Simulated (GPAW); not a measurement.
# Ga2S3 (Cc): G0W0 with GPAW, start to end

How does a plane-wave GW calculation on Ga2S3 (Cc) run from the first input to the gap?

Program: GPAW 26.7.0. Level of theory: LDA and many-body steps on it, plane waves. Results are calculated unless marked as measured.

This is a report of a sequence of runs, with most program output left out.

## (1) The starting structure

The structure is monoclinic, space group Cc (No. 9). Conventional cell: a = 11.107 Å, b = 6.395 Å, c = 7.021 Å, α = 90.00°, β = 121.17°, γ = 90.00°. Ga has 4 S at 2.19 to 2.33 Å nearest. Ga has 4 S at 2.20 to 2.32 Å nearest. S has 2 Ga at 2.19 to 2.20 Å nearest. Nearest to S lie 3 Ga at 2.31 to 2.32 Å. Nearest to S lie 3 Ga at 2.31 to 2.33 Å. Farther neighbours and most contacts between anions are not listed.

The cell and positions come from the Crystallography Open Database and are kept as given unless a step says otherwise.

## (2) Ground state

This step: GPAW 26.7.0; DFT, LDA, plane waves, PAW.

The ground-state density comes first.

Input file run.py:

```python
import json
import numpy as np
from gpaw.mpi import world
from ase import Atoms
from gpaw import GPAW, PW, FermiDirac

atoms = Atoms(['Ga', 'Ga', 'Ga', 'Ga', 'S', 'S', 'S', 'S', 'S', 'S'],
    cell=[[5.5535000000, -3.1975000000, 0.0000000000],
      [5.5535000000, 3.1975000000, 0.0000000000],
      [-3.6339226554, 0.0000000000, 6.0074160114]],
    scaled_positions=[[0.6397900000, 0.4444700000, 0.1251200000],
      [0.4444700000, 0.6397900000, 0.6251200000],
      [0.2682000000, 0.1323200000, 0.1155900000],
      [0.1323200000, 0.2682000000, 0.6155900000],
      [0.9089000000, 0.0811000000, 0.9838000000],
      [0.0811000000, 0.9089000000, 0.4838000000],
      [0.4303000000, 0.2453000000, 0.4999000000],
      [0.2453000000, 0.4303000000, 0.9999000000],
      [0.5901000000, 0.7581000000, 0.0084000000],
      [0.7581000000, 0.5901000000, 0.5084000000]],
    pbc=(True, True, True))
calc = GPAW(mode=PW(450),
    xc='LDA',
    kpts={'size': (4, 4, 4), 'gamma': True},
    occupations=FermiDirac(0.001),
    nbands=-11,
    convergence={'density': 1e-6, 'bands': -3},
    maxiter=100,
    txt='gs.txt')
atoms.calc = calc
res = {'energy': atoms.get_potential_energy(), 'forces': atoms.get_forces(), 'stress': atoms.get_stress()}
kpts = calc.get_ibz_k_points()
res['kpts'] = kpts
res['eigenvalues'] = [calc.get_eigenvalues(kpt=k) for k in range(len(kpts))]
res['n_electrons'] = calc.get_number_of_electrons()
calc.write('gs.gpw')

if world.rank == 0:
    with open('result.json', 'w') as f:
        json.dump(res, f, default=lambda x: x.tolist())
```

On the command line:

```console
$ mpirun -n 8 gpaw python run.py
```

Elapsed: 23 s, on 8 MPI ranks of Arm Neoverse V2, shared host; peak memory 1.6 GiB; 3 min of CPU time.

Numbers from this step:

```yaml
total_energy: -48.90 eV
gap: 1.695 eV
k_of_the_valence_top: 0, 0, 0
k_of_the_conduction_bottom: 0, 0, 0
least_direct_gap: 1.695 eV
pressure: -0.04200 GPa
```

The gap is direct, at Γ.

## (3) Bands along the symmetry lines

Levels along a band path, at the cheap level, show where the edges lie and whether the meshes to come will hold them.

Input file run.py:

```python
import json
import numpy as np
from gpaw.mpi import world
from gpaw import GPAW

path = [[0.000000, 0.000000, 0.000000],
    [-0.045400, 0.045400, 0.000000],
    [-0.090800, 0.090800, 0.000000],
    [-0.136200, 0.136200, 0.000000],
    [-0.181600, 0.181600, 0.000000],
    [-0.227001, 0.227001, 0.000000],
    [-0.272401, 0.272401, 0.000000],
    [-0.317801, 0.317801, 0.000000],
    [-0.363201, 0.363201, 0.000000],
    [-0.636799, -0.363201, 0.000000],
    [-0.619699, -0.380301, 0.000000],
    [-0.602599, -0.397401, 0.000000],
    [-0.585499, -0.414501, 0.000000],
    [-0.568400, -0.431600, 0.000000],
    [-0.551300, -0.448700, 0.000000],
    [-0.534200, -0.465800, 0.000000],
    [-0.517100, -0.482900, 0.000000],
    [-0.500000, -0.500000, 0.000000],
    [-0.437500, -0.437500, 0.000000],
    [-0.375000, -0.375000, 0.000000],
    [-0.312500, -0.312500, 0.000000],
    [-0.250000, -0.250000, 0.000000],
    [-0.187500, -0.187500, 0.000000],
    [-0.125000, -0.125000, 0.000000],
    [-0.062500, -0.062500, 0.000000],
    [0.000000, 0.000000, 0.000000],
    [-0.062500, -0.062500, 0.062500],
    [-0.125000, -0.125000, 0.125000],
    [-0.187500, -0.187500, 0.187500],
    [-0.250000, -0.250000, 0.250000],
    [-0.312500, -0.312500, 0.312500],
    [-0.375000, -0.375000, 0.375000],
    [-0.437500, -0.437500, 0.437500],
    [-0.500000, -0.500000, 0.500000],
    [-0.528686, -0.471314, 0.500000],
    [-0.557372, -0.442628, 0.500000],
    [-0.586058, -0.413942, 0.500000],
    [-0.614744, -0.385256, 0.500000],
    [-0.643430, -0.356570, 0.500000],
    [-0.672115, -0.327885, 0.500000],
    [-0.700801, -0.299199, 0.500000],
    [-0.729487, -0.270513, 0.500000],
    [-0.270513, 0.270513, 0.500000],
    [-0.236699, 0.236699, 0.500000],
    [-0.202885, 0.202885, 0.500000],
    [-0.169070, 0.169070, 0.500000],
    [-0.135256, 0.135256, 0.500000],
    [-0.101442, 0.101442, 0.500000],
    [-0.067628, 0.067628, 0.500000],
    [-0.033814, 0.033814, 0.500000],
    [0.000000, 0.000000, 0.500000],
    [0.000000, 0.000000, 0.437500],
    [0.000000, 0.000000, 0.375000],
    [0.000000, 0.000000, 0.312500],
    [0.000000, 0.000000, 0.250000],
    [0.000000, 0.000000, 0.187500],
    [0.000000, 0.000000, 0.125000],
    [0.000000, 0.000000, 0.062500],
    [0.000000, 0.000000, 0.000000],
    [-0.500000, 0.000000, 0.500000],
    [-0.437500, 0.000000, 0.437500],
    [-0.375000, 0.000000, 0.375000],
    [-0.312500, 0.000000, 0.312500],
    [-0.250000, 0.000000, 0.250000],
    [-0.187500, 0.000000, 0.187500],
    [-0.125000, 0.000000, 0.125000],
    [-0.062500, 0.000000, 0.062500],
    [0.000000, 0.000000, 0.000000],
    [-0.062500, 0.000000, 0.000000],
    [-0.125000, 0.000000, 0.000000],
    [-0.187500, 0.000000, 0.000000],
    [-0.250000, 0.000000, 0.000000],
    [-0.312500, 0.000000, 0.000000],
    [-0.375000, 0.000000, 0.000000],
    [-0.437500, 0.000000, 0.000000],
    [-0.500000, 0.000000, -0.000000]]
calc = GPAW('gs.gpw').fixed_density(kpts=path,
    symmetry='off',
    nbands=34,
    convergence={'bands': 30},
    txt='bands.txt')
res = {}
kpts = calc.get_ibz_k_points()
res['kpts'] = kpts
res['eigenvalues'] = [calc.get_eigenvalues(kpt=k) for k in range(len(kpts))]
res['n_electrons'] = calc.get_number_of_electrons()

if world.rank == 0:
    with open('result.json', 'w') as f:
        json.dump(res, f, default=lambda x: x.tolist())
```

On the command line:

```console
$ mpirun -n 8 gpaw python run.py
```

Elapsed: 39 s, on 8 MPI ranks; peak memory 2 GiB; 5.1 min of CPU time.

Numbers from this step:

```yaml
gap: 1.694 eV
k_of_the_valence_top: -0.0454, 0.0454, 0
k_of_the_conduction_bottom: 0, 0, 0
least_direct_gap: 1.695 eV
```

The gap is 1.694 eV, as in the run before at this level.

Electronic bands along the path, in eV, zero at the top of the highest filled band:

```csv
point,band 21,band 22,band 23,band 24,band 25,band 26,band 27,band 28
Γ,-1.06,-0.68,-0.54,0.00,1.69,2.22,3.02,3.28
halfway,-1.68,-1.11,-0.86,-0.04,2.42,2.53,2.82,3.31
C,-1.54,-1.30,-1.17,-0.22,2.29,2.50,2.61,2.96
jump to C2,-1.54,-1.30,-1.17,-0.22,2.29,2.50,2.61,2.96
halfway,-1.68,-1.47,-1.36,-0.25,2.47,2.69,2.91,3.14
Y2,-1.80,-1.51,-1.48,-0.26,2.51,2.82,3.05,3.37
halfway,-1.44,-1.44,-0.85,-0.18,2.59,2.82,3.15,3.22
Γ,-1.06,-0.68,-0.54,0.00,1.69,2.22,3.02,3.28
halfway,-1.26,-1.20,-0.70,-0.26,2.33,2.86,2.90,3.19
M2,-1.51,-1.51,-0.59,-0.59,2.41,2.41,3.23,3.23
halfway,-1.32,-1.32,-0.61,-0.61,2.40,2.40,2.85,2.85
D,-1.44,-1.44,-0.66,-0.66,2.57,2.57,2.92,2.92
jump to D2,-1.44,-1.44,-0.66,-0.66,2.57,2.57,2.92,2.92
halfway,-1.52,-1.52,-0.71,-0.71,3.12,3.12,3.56,3.56
A,-1.14,-1.14,-0.62,-0.62,2.82,2.82,3.53,3.53
halfway,-1.06,-1.04,-0.62,-0.33,2.37,2.50,3.24,3.39
Γ,-1.06,-0.68,-0.54,0.00,1.69,2.22,3.02,3.28
jump to L2,-1.69,-1.18,-0.95,-0.62,2.39,2.86,3.32,3.43
halfway,-1.54,-1.02,-0.87,-0.26,2.60,2.89,2.95,3.27
Γ,-1.06,-0.68,-0.54,0.00,1.69,2.22,3.02,3.28
halfway,-1.54,-1.12,-0.81,-0.05,2.40,2.60,2.92,3.34
V2,-1.50,-1.38,-1.21,-0.13,2.36,2.46,3.03,3.28
```

## (4) Empty states on the mesh, 4×4×2 mesh, 263 bands

The sums over transitions need many empty states on a uniform mesh; this step solves for them.

Input file run.py:

```python
import json
import numpy as np
from gpaw.mpi import world
from gpaw import GPAW

calc = GPAW('gs.gpw').fixed_density(kpts={'size': (4, 4, 2), 'gamma': True},
    nbands=306,
    convergence={'bands': 263},
    update_fermi_level=True,
    txt='nscf.txt')
calc.write('full.gpw', mode='all')
res = {}
kpts = calc.get_ibz_k_points()
res['kpts'] = kpts
res['eigenvalues'] = [calc.get_eigenvalues(kpt=k) for k in range(len(kpts))]
res['n_electrons'] = calc.get_number_of_electrons()

if world.rank == 0:
    with open('result.json', 'w') as f:
        json.dump(res, f, default=lambda x: x.tolist())
```

On the command line:

```console
$ mpirun -n 8 gpaw python run.py
```

It took 2.8 min on 8 MPI ranks; peak memory 2.2 GiB.

This step gave:

- gap: 1.695 eV
- k of the valence top: 0, 0, 0
- k of the conduction bottom: 0, 0, 0
- least direct gap: 1.695 eV
- k points computed: 20
- lowest point of the top converged band, above the valence top: 53.9445 eV

On this mesh the gap is 1.695 eV.

## (5) Screening and self-energy, 4×4×2 mesh, 253 bands, screening to 65 eV

Now the one-shot GW correction: screening in the RPA, then the self-energy of the levels asked for.

This step: G0W0 on LDA, plane waves, PAW.

Input file run.py:

```python
import json
import numpy as np
from gpaw.mpi import world
from gpaw.response.g0w0 import G0W0

gw = G0W0('full.gpw',
    filename='gw',
    kpts=[0],
    bands=(22, 26),
    ecut=65,
    nbands=253,
    integrate_gamma='WS',
    ppa=True)
gw.calculate()
res = {mode: {k: v for k, v in r.items() if k != 'sigma_eskwn'}
       for mode, r in gw.all_results.items()}

if world.rank == 0:
    with open('result.json', 'w') as f:
        json.dump(res, f, default=lambda x: x.tolist())
```

On the command line:

```console
$ mpirun -n 8 gpaw python run.py
```

Elapsed: 3.9 min, on 8 MPI ranks; peak memory 3.9 GiB.

Numbers from this step:

- G0W0 gap on the points computed: 3.241 eV
- least direct G0W0 gap on the computed points: 3.241 eV
- Z at the valence top: 0.7767
- Z at the conduction bottom: 0.8036
- starting gap on the mesh: 1.695 eV
- k of the valence top: 0, 0, 0
- k of the conduction bottom: 0, 0, 0

The gap on the mesh goes from 1.69 eV to 3.24 eV, a correction of +1.55 eV.

Limits: finite bands, cutoff and mesh; no spin-orbit coupling; coarse k mesh. v1 is the top filled band, c1 the lowest empty one. Levels before and after the correction, in eV, zero at the valence-band top of each column:

```csv
,conduction bottom,valence top
Kohn-Sham,1.69,0.00
G0W0,3.24,0.00
```

```csv
,level,energy (eV)
Kohn-Sham,Γ v2,-0.536
Kohn-Sham,Γ v1,0.000
Kohn-Sham,Γ c1,1.695
Kohn-Sham,Γ c2,2.224
G0W0,Γ v2,-0.508
G0W0,Γ v1,0.000
G0W0,Γ c1,3.241
G0W0,Γ c2,3.764
```

## (6) Where the time went

Times are wall times on 8 MPI ranks of Arm Neoverse V2, shared host, good to a factor of about two.

```csv
step,time,share,memory (GiB)
ground state,23 s,5 %,1.6
bands along the symmetry lines,39 s,8 %,2.0
empty states on the mesh,2.8 min,36 %,2.2
screening and self-energy,3.9 min,50 %,3.9
```

## (7) Results

| Quantity | Value |
| --- | --- |
| LDA gap | 1.69 eV, indirect (only 0 meV under the direct gap) |
| G0W0 gap on the mesh | 3.24 eV |
| GW settings | 4×4×2 mesh, 253 bands, screening to 65 eV, Godby-Needs plasmon pole |
| known limits | not at the basis limit; no spin-orbit coupling; coarse k mesh |

What this shows: G0W0 moves the gap on the mesh from 1.69 eV to 3.24 eV (+1.55 eV), with Z of 0.78 and 0.80 at the edges. Only 1 of the mesh's irreducible points was corrected, so a valley elsewhere could overtake. Bands and cutoff are finite, so the gap is not at the basis limit. The miss can reach some tenths of an eV and take either sign; the mesh is an error of its own. These stock PAW sets were not made for GW; the filled d or f shell of Ga lies in the frozen core, which bears on start and correction. In the G0W0 run levels were corrected at 1 k point alone, so a gap called «on the mesh» is the least over those, and an edge elsewhere would be missed. The 4×4×2 mesh is coarse for this cell, which bears on the long-range parts of exchange and screening. The many-body steps are scalar-relativistic: spin-orbit coupling is not in them.

[Paths, hosts, dates, memory and timing lines, banners, echoed tables and standing remarks are left out of the program output.]

[Logs are printed without paths, hosts, clocks, repeated set-up lines and the standing remarks that a program may print on its own settings, such as how far it seeks lower states.]

[Runs of the session that timed out or met a known fault of the program may be left out.]

[Hosts, paths, dates, database ids (printed as entryN), source tags and the programs' standing remarks are cut or masked in the printed files.]
